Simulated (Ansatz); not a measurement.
## SiO2 (I-42d): how G0W0 depends on its starting point

How much of the starting functional survives in the G0W0 gap of SiO2 (I-42d)?

Main program and level: Ansatz 0.2.0; G0W0 on several functionals, plane waves, PAW.

Most raw output is cut from this account.

In doubt: masses and optical values from hybrid runs of this build are listed as unsure (step 4), which bears on the screening that GW takes from such a start.

## (1) The starting structure

The structure is tetragonal, space group I-42d (No. 122). The conventional cell has a = 4.748 Å, b = 4.748 Å, c = 7.488 Å, α = 90.00°, β = 90.00°, γ = 90.00°. Nearest to Si lie 4 O at 1.62 Å. Nearest to O lie 2 Si at 1.62 Å. Farther neighbours and most contacts between anions are not listed.

The cell and positions come from the Crystallography Open Database and are kept as given unless a step says otherwise.

## (2) G0W0 on LDA

G0W0 replaces the xc potential by the self-energy, built once from these orbitals. Only a window of levels is corrected, while the sums run over the empty bands that the input names. This step takes PAW set soft_1 files.

This step: G0W0 on LDA, plane waves, PAW; PAW set soft_1.

Input file input.yaml:

```yaml
crystal:
  lattice:
    - [-2.37405, 2.37405, 3.744]
    - [2.37405, -2.37405, 3.744]
    - [2.37405, 2.37405, -3.744]
  atoms:
    - { symbol: Si, position: [0.0, 0.0, 0.0] }
    - { symbol: Si, position: [0.75, 0.25, 0.5] }
    - { symbol: O, position: [0.99838, 0.625, 0.87338] }
    - { symbol: O, position: [0.375, 0.24838, 0.37338] }
    - { symbol: O, position: [0.75162, 0.125, 0.12662] }
    - { symbol: O, position: [0.875, 0.00162, 0.62662] }
kpoints:
  mp_grid: { grid: [6, 6, 6] }
hamiltonian:
  xc: lda
  pseudopotentials: { kind: paw, azcp: { folder: soft_1 }, xc_functional: pbe }
scf:
  occupations: { method: fixed }
gw:
  n_empty_bands: 310
  ecut_chi: 138
  qp_bands: [v2, c2]
  qp_kpoints: band_edges
  screening: { model: contour_deformation }
```

On the command line:

```bash
> ansatz run input.yaml --threads 3 --pin off --max-ram 92160MiB --backend cuda --events-out ev --progress --plain --runs-dir out --devices 1 --max-vram 13GiB
```

Run time: 90 s. Hardware: 1 × NVIDIA H100 80GB HBM3 (shared by 6 runs) with 3 threads of AMD EPYC 7R13 (Zen 3), shared host; peak memory 1.9 GiB; 2.7 min of CPU time.

This step gave:

- bands summed: 326
- RPA ε∞ on this mesh (eigenvalues): 2.244, 2.244, 2.303
- plane waves in the screening matrix: 315
- q-points in the mesh: 216
- G0W0 gap on the mesh: 9.011 eV
- k of the valence top: 0, 0, 0
- k of the conduction bottom: 0, 0, 0
- starting gap on the mesh: 5.822 eV
- Z at the valence top: 0.8020
- Z at the conduction bottom: 0.8680
- least direct G0W0 gap on the computed points: 9.011 eV

The gap on the mesh goes from 5.82 eV to 9.01 eV, a correction of +3.19 eV. Between the two edge states, bare exchange in place of the xc potential would open the gap by 10.61 eV, and correlation takes back 7.42 eV.

## (3) G0W0 on r2SCAN

The same correction from a different start measures what one shot leaves open.

This step: G0W0 on r2SCAN, plane waves, PAW; PAW set soft_1.

Changes to input.yaml since step 2:

```diff
@@ -15,4 +15,4 @@
 hamiltonian:
-  xc: lda
-  pseudopotentials: { kind: paw, azcp: { folder: soft_1 }, xc_functional: pbe }
+  xc: r2scan
+  pseudopotentials: { kind: paw, azcp: { folder: soft_1 } }
 scf:
```

It took 2 min on 1 × NVIDIA H100 80GB HBM3 (shared by 6 runs) with 3 threads; peak memory 2.1 GiB.

Numbers from this step:

- bands summed: 326
- RPA ε∞ on this mesh (eigenvalues): 2.079, 2.079, 2.125
- plane waves in the screening matrix: 315
- q-points in the mesh: 216
- G0W0 gap on the mesh: 9.402 eV
- k of the valence top: 0, 0, 0
- k of the conduction bottom: 0, 0, 0
- starting gap on the mesh: 6.700 eV
- Z at the valence top: 0.8200
- Z at the conduction bottom: 0.8827
- least direct G0W0 gap on the computed points: 9.402 eV

Against the run with 6×6×6 mesh, 310 empty bands, screening to 138 eV, PAW set soft_1 files on LDA, the gap moves by +0.39 eV, while the start moved by +0.88 eV.

## (4) G0W0 on HSE06

This step: G0W0 on HSE06, plane waves, PAW; PAW set soft_1.

Changes to input.yaml since step 3:

```diff
@@ -15,3 +15,3 @@
 hamiltonian:
-  xc: r2scan
+  xc: hse06
   pseudopotentials: { kind: paw, azcp: { folder: soft_1 } }
```

Run time: 2.4 min. Hardware: 1 × NVIDIA H100 80GB HBM3 (shared by 6 runs) with 3 threads; peak memory 2.4 GiB.

This step gave:

```
bands summed                                 : 326
RPA ε∞ on this mesh (eigenvalues)            : 1.986, 1.986, 2.026
plane waves in the screening matrix          : 315
G0W0 gap on the mesh                         : 9.845 eV
k of the valence top                         : 0, 0, 0
k of the conduction bottom                   : 0, 0, 0
starting gap on the mesh                     : 7.875 eV
least direct G0W0 gap on the computed points : 9.845 eV
```

Against the run with 6×6×6 mesh, 310 empty bands, screening to 138 eV, PAW set soft_1 files on r2SCAN, the gap moves by +0.44 eV, while the start moved by +1.17 eV.

## (5) The starts together

All on the 6×6×6 mesh with 310 empty bands and screening to 138 eV. Times are wall times on 1 × NVIDIA H100 80GB HBM3 (shared by 6 runs) with 3 threads of AMD EPYC 7R13 (Zen 3), shared host, good to a factor of about two.

```csv
start,starting gap (eV),shift (eV),G0W0 gap (eV),RPA ε∞ (harmonic mean),"Z (valence, conduction)",time
LDA,5.82,+3.19,9.01,2.26,"0.80, 0.87",90 s
r2SCAN,6.70,+2.70,9.40,2.09,"0.82, 0.88",2 min
HSE06,7.87,+1.97,9.84,2.00,"0.83, 0.89",2.4 min
```

How the two edges are built up, in eV (the quasiparticle level is the starting level plus Σx plus Σc less Vxc):

```csv
run,edge,start,Σx,Σc,Vxc,Z,QP
LDA,valence top,0.80,-26.32,4.11,-20.51,0.80,-0.90
LDA,conduction bottom,6.63,-7.17,-3.31,-11.97,0.87,8.11
r2SCAN,valence top,0.68,-26.44,3.88,-20.95,0.82,-0.93
r2SCAN,conduction bottom,7.38,-6.70,-3.09,-10.88,0.88,8.47
HSE06,valence top,-0.21,-26.46,3.60,-21.81,0.83,-1.26
HSE06,conduction bottom,7.67,-6.59,-2.98,-10.50,0.89,8.59
```

For a hybrid start, Vxc holds its share of exact exchange.

## (6) Outcome

* G0W0@LDA: 9.01 eV (start 5.82 eV)
* G0W0@r2SCAN: 9.40 eV (start 6.70 eV)
* G0W0@HSE06: 9.84 eV (start 7.87 eV)
* known limits: not at the basis limit

**Reading.** The starting gaps span 2.05 eV and the G0W0 gaps 0.83 eV. Between LDA and HSE06, 0.83 eV of the 2.05 eV survives, 41 %. HSE06 screens less than LDA (ε∞ 2.00 against 2.26). Of the 0.83 eV by which its G0W0 gap is higher, the correlation part gives +0.83 eV, and exchange with the one-particle terms, which follow the orbitals, +0.002 eV. The smallest correction, +1.97 eV, is on HSE06, the start nearest to reproducing itself. Bands and cutoff are finite, so the gap is not at the basis limit. The miss can reach some tenths of an eV and take either sign; the mesh is an error of its own.

[Paths, hosts, dates, memory and timing lines, banners, echoed tables and standing remarks are left out of the program output.]

[Logs are printed without paths, hosts, clocks, repeated set-up lines and the standing remarks that a program may print on its own settings, such as how far it seeks lower states.]

[Runs of the session that timed out or met a known fault of the program may be left out.]

[Cells called generated may have been cut or substituted from an entry of the Crystallography Open Database or the Materials Project.]

[Hosts, paths, dates, database ids (printed as entryN), source tags and the programs' standing remarks are cut or masked in the printed files.]
